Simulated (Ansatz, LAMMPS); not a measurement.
# A frame of liquid methanol from 298 K (96 atoms): geometry optimisation, part 4 of 4

Aim: bring a frame of liquid methanol from 298 K (96 atoms) to a nearby minimum of the energy and see what moves.

Ansatz 0.2.0; Kohn-Sham DFT, PBE+D3(BJ), PAW (set soft_2), plane waves.

The cell: 16 C, 16 O and 64 H. The network of contacts between molecules at the start is that of the classical potential that made the cell. The density was typed from a rule of thumb and may lie off the real one at this temperature. The Brillouin zone is sampled at Γ only, in a cell whose shortest periodic width is 10 Å.

So far, density (g/cm³): step 5 (local order after relaxation) 0.791.

## Step 7: A changed input

A doubtful change is made on purpose, to see how the program answers.

input.yaml

```yaml
crystal:
  lattice:
    - [7.173572, 0.0, 0.0]
    - [0.0, 7.173572, 0.0]
    - [0.0, 0.0, 7.173572]
  atoms:
    [... the 96 atom lines of step 3 ...]
kpoints:
  mp_grid: { grid: [1, 1, 1] }
hamiltonian:
  xc: pbe
  dispersion: d3bj
scf:
  occupations: { method: fermi_dirac, width: 0.05 }
  max_iter: 80
output:
  forces: true
```

Run with:

```
> ansatz run input.yaml --threads 4 --pin off --max-ram 8192MiB --backend cpu --events-out ev --progress --plain --runs-dir out
```

Numbers of over 12 decimals in the logs are rounded to 6 here.

Output:

```text
[...]
Crystal: 96 atoms, lattice volume = 369.153 Å³
Basis set: ecut = 420 eV, 7123 PW (Γ), exchange–correlation on 96×96×96 points (8 copies of the dense FFT grid, shifted against one another)
Bands: 208, of which v1, the nominal top of the filled ones, is band 112 counted from 1 (111 counted from 0)
Symmetry: 1 space group operations
[...]
k-points: 1
[...]
SCF iter   1: F=—  HF=-13682.226684 eV  |F-HF|=—  |Δ(HF+E_count)|=         —  Δρ=4.79e-2  dr2=5.19e0  ethr=1.77e-3  ⟨swp⟩=6.0  Hψ=1011  notcnv=0  defer=59
[...]
SCF iter   3: F=—  HF=-13680.796246 eV  |F-HF|=—  |Δ(HF+E_count)|=   1.18e-1  Δρ=4.41e-3  dr2=4.99e-2  ethr=4.70e-4  ⟨swp⟩=4.0  Hψ=238  notcnv=0  defer=12
automatic band count: iteration 3 solves 130 bands in place of 208: the levels show a gap, and the empty bands left out lie too high to hold charge; the band table lists the bands solved (type scf.n_extra_bands for more)
SCF iter   4: F=—  HF=-13680.803867 eV  |F-HF|=—  |Δ(HF+E_count)|=   7.62e-3  Δρ=1.17e-3  dr2=3.61e-3  ethr=2.23e-5  ⟨swp⟩=2.0  Hψ=254  notcnv=0  defer=13
[...]
SCF iter   8: F=-13680.806857 eV  HF=-13680.806857 eV  |F-HF|=1.81e-7  |Δ(HF+E_count)|=   2.07e-6  Δρ=7.20e-6  dr2=1.60e-7  ethr=1.65e-10  ⟨swp⟩=5.0  Hψ=542  notcnv=0
SCF 1 converged in 8 iterations: F = -13680.806857 eV  dr2 = 1.60e-7
[...]
SCF converged after 8 iterations
Free energy (F): -13680.806857 eV
[...]
Internal energy: -13680.806857 eV  (E = F + TS)
E sigma→0 (E₀):  -13680.806857 eV
Fermi energy:    8.901954 eV
[...]
--- Forces (eV/Å), atoms counted from 1 ---
  atom   1  C     13.58817490    14.74545136    -1.77819602
  atom   2  O    -33.19997324    -6.57037466    41.58840594
  atom   3  H      8.62744312    17.87465755    23.96776709
  atom   4  H     -5.05290422    19.69971986   -27.59662002
  atom   5  H     24.50667818   -12.31228166    -5.68897872
  atom   6  H     -6.74420327   -29.11690624   -29.48504225
  atom   7  C     -8.53791877     0.27211165    16.13234972
  atom   8  O     -0.25745082    24.25120617   -54.40444322
  atom   9  H    -26.45051807    20.25671663   -11.95261364
  atom  10  H      9.74582649    15.45536036    24.14819910
  atom  11  H    -13.29463774   -23.09121139    10.25375572
  atom  12  H     34.00787294   -28.89414264    11.97461624
  atom  13  C     32.39443156   -14.28551469     4.95324852
  atom  14  O    -55.73873502    -2.45972871     9.11794729
[...]
atom  95  H      3.80491264    31.91142673    19.13120584
  atom  96  H    -12.87800463    27.44589299   -12.83742074
  max |Σ_I F_I| component: 6.00e-4 eV/Å
```

Elapsed: 1.2 s, on 4 threads of Intel Xeon 6975P-C (Granite Rapids), shared host; peak memory 0.57 GiB.

The run converged on the changed input; its numbers don't describe the system as set up.

The fault in the input: a lattice far too small (crystal.lattice = [[7.173572, 0.0, 0.0], [0.0, 7.173572, 0.0], [0.0, 0.0, 7.173572]]). The fix is to restore the lattice.

How far it lies from the reference, the single point at the start:

```
r.m.s. difference of force components : 20990 meV/Å
longest difference of force vectors   : 66410 meV/Å
force difference over r.m.s. force    : 2689 %
```

## Step 8: Other settings

Changed here: scf.mixing.algorithm = "msr1", scf.mixing.beta = 0.05, scf.occupations.method = "tetrahedron" and scf.occupations.width removed.

input.yaml

```yaml
crystal:
  lattice:
    - [10.24796, 0.0, 0.0]
    - [0.0, 10.24796, 0.0]
    - [0.0, 0.0, 10.24796]
  atoms:
    [... the 96 atom lines of step 3 ...]
kpoints:
  mp_grid: { grid: [1, 1, 1], shift: [0.0, 0.0, 0.0] }
hamiltonian:
  xc: pbe
  dispersion: d3bj
scf:
  occupations: { method: tetrahedron }
  mixing: { algorithm: msr1, beta: 0.05 }
output:
  forces: true
  stress: true
  populations: true
  dos:
    method: { smearing: { sigma: 0.1 } }
    de: 0.1
    projected: { site_lists: { C: [C], H: [H], O: [O] } }
  eigenvalues: true
```

Output:

```text
Warning: scf.occupations.method: one k-point leaves the tetrahedra no width, so the bands are filled by fermi_dirac at 0.0002 eV. In a gap the Fermi level, from which typed energy windows count, stands in the middle, and a product that sums over its own mesh keeps the tetrahedra and counts from the valence top. [...]
[...]
Crystal: 96 atoms, lattice volume = 1076.248 Å³
Basis set: ecut = 420 eV, 21079 PW (Γ), exchange–correlation on 144×144×144 points (8 copies of the dense FFT grid, shifted against one another)
Bands: 208, of which v1, the nominal top of the filled ones, is band 112 counted from 1 (111 counted from 0)
Symmetry: 1 space group operations
[...]
k-points: 1
[...]
SCF iter   1: F=—  HF=-14114.508353 eV  |F-HF|=—  |Δ(HF+E_count)|=         —  Δρ=4.39e-3  dr2=2.61e-1  ethr=1.77e-3  ⟨swp⟩=6.0  Hψ=984  notcnv=0  defer=29
[...]
SCF iter   9: F=—  HF=-14114.452498 eV  |F-HF|=—  |Δ(HF+E_count)|=   7.17e-7  Δρ=4.58e-6  dr2=1.84e-7  ethr=6.68e-10  ⟨swp⟩=3.0  Hψ=236  notcnv=0  defer=92
SCF iter  10: F=-14114.452498 eV  HF=-14114.452498 eV  |F-HF|=2.32e-8  |Δ(HF+E_count)|=   7.11e-8  Δρ=1.59e-6  dr2=2.65e-8  ethr=4.46e-11  ⟨swp⟩=15.0  Hψ=1329  notcnv=0
SCF 1 converged in 10 iterations: F = -14114.452498 eV  dr2 = 2.65e-8
[...]
SCF converged after 10 iterations
Free energy (F): -14114.452498 eV
[...]
Internal energy: -14114.452498 eV  (E = F + TS)
E sigma→0 (E₀):  -14114.452498 eV
Fermi energy:    0.164947 eV
[...]
Σ components = -14114.452498   (vs F -14114.452498, Δ=0.00e0)
--- Forces (eV/Å), atoms counted from 1 ---
  atom   1  C      1.01151141    -2.14575663     0.75424190
  atom   2  O     -0.29459457     0.63118475     0.55035733
  atom   3  H     -0.29859848     0.62909790    -0.07015535
  atom   4  H     -0.52192348     0.87123855    -0.46273132
[...]
atom  96  H      0.03706555     0.01033657     0.33697328
  max |Σ_I F_I| component: 7.84e-5 eV/Å
--- Stress (GPa, compression-positive) ---
        2.036039      -0.885285       0.556104
       -0.885285       1.572303      -0.305051
        0.556104      -0.305051       1.764338
  P = ⅓ Tr σ = 1.7909 GPa (17.909 kbar)
--- Band table (eV) ---
[...]
--- Löwdin populations: 96 sites ---
  site symbol       q [e]
     0      C      4.2313
     1      O      6.5346
     2      H      0.7940
[...]
95      H      0.6220
  spilling = 0.014625 (of n_electrons = 224.000000)
```

Run time: 3.4 s. Hardware: 4 threads; peak memory 1.1 GiB.

Notices of the run: tetrahedra set aside.

Geometry and reference: those of the single point at the start.

The program set the tetrahedra aside and kept another filling, so they aren't tested. Forces differ from those of the single point at the start by 0.039 meV/Å r.m.s., 0.0049 % of their size.

## Step 9: What each setting buys

Differences are against the single point at the start (Kohn-Sham DFT, PBE+D3(BJ), PAW (set soft_2), plane waves), whose r.m.s. force component is 0.781 eV/Å. Energies are set beside the reference only for runs with its functional, potentials and electron count. Times are for 4 threads of Intel Xeon 6975P-C (Granite Rapids), shared host.

| run | Δ force, r.m.s. (meV/Å) | share of r.m.s. force (%) | Δ energy (meV/atom) | Δ pressure (GPa) | Δ gap (eV) | cycles | time | host memory (GiB) |
| --- | --- | --- | --- | --- | --- | --- | --- | --- |
| reference | - | - | - | - | - | 9 | 4.1 s | 1.1 |
| scf.mixing.algorithm = "msr1", scf.mixing.beta = 0.05, scf.occupations.method = "tetrahedron" and scf.occupations.width removed | 0.039 | 0.0049 | 0 | 0 | 0 | 10 | 3.4 s | 1.1 |

## Step 10: Summary of results

```json
{
  "energy change in the relaxation": "-50.73 meV/atom",
  "r.m.s. displacement": "1.182 Å",
  "largest displacement": "2.521 Å",
  "free energy per atom": "-147.0763 eV/atom",
  "pressure": "-0.2788 GPa",
  "r.m.s. force component": "0.00549 eV/Å",
  "gap (highest filled to lowest empty level)": "4.506 eV",
  "wall time of the 5 DFT runs": "1.7 min"
}
```

What this shows: Relaxation lowers the energy by 50.7 meV/atom and moves atoms by 1.2 Å r.m.s.; the r.m.s. force component goes from 0.78 to 0.0055 eV/Å, the pressure goes from 1.8 to -0.28 GPa, and the gap from 4.49 to 4.51 eV. By the final cutoffs no bond was broken or made. First to last step the energy falls by 4.870 eV; the largest move, 2.52 Å, is that of H11. The H-C bonds go from 1.087 Å (spread 0.027) to 1.100 Å (spread 0.003). With the cutoffs above, all C atoms have 4, all H atoms have 1 and all O atoms have 2 bonded neighbours. The highest filled and lowest empty levels differ by 4.51 eV (at Γ alone); a semilocal functional tends to put such gaps too low. In a disordered cell it changes from sample to sample and from frame to frame.

Caveats: The network of contacts between molecules at the start is that of the classical potential that made the cell; in DFT atoms moved by 1.2 Å r.m.s.

[Logs are printed without paths, hosts, clocks, repeated set-up lines and the standing remarks that a program may print on its own settings, such as how far it seeks lower states.]

[Hosts, paths, dates, database ids (printed as entryN), source tags and the programs' standing remarks are cut or masked in the printed files.]
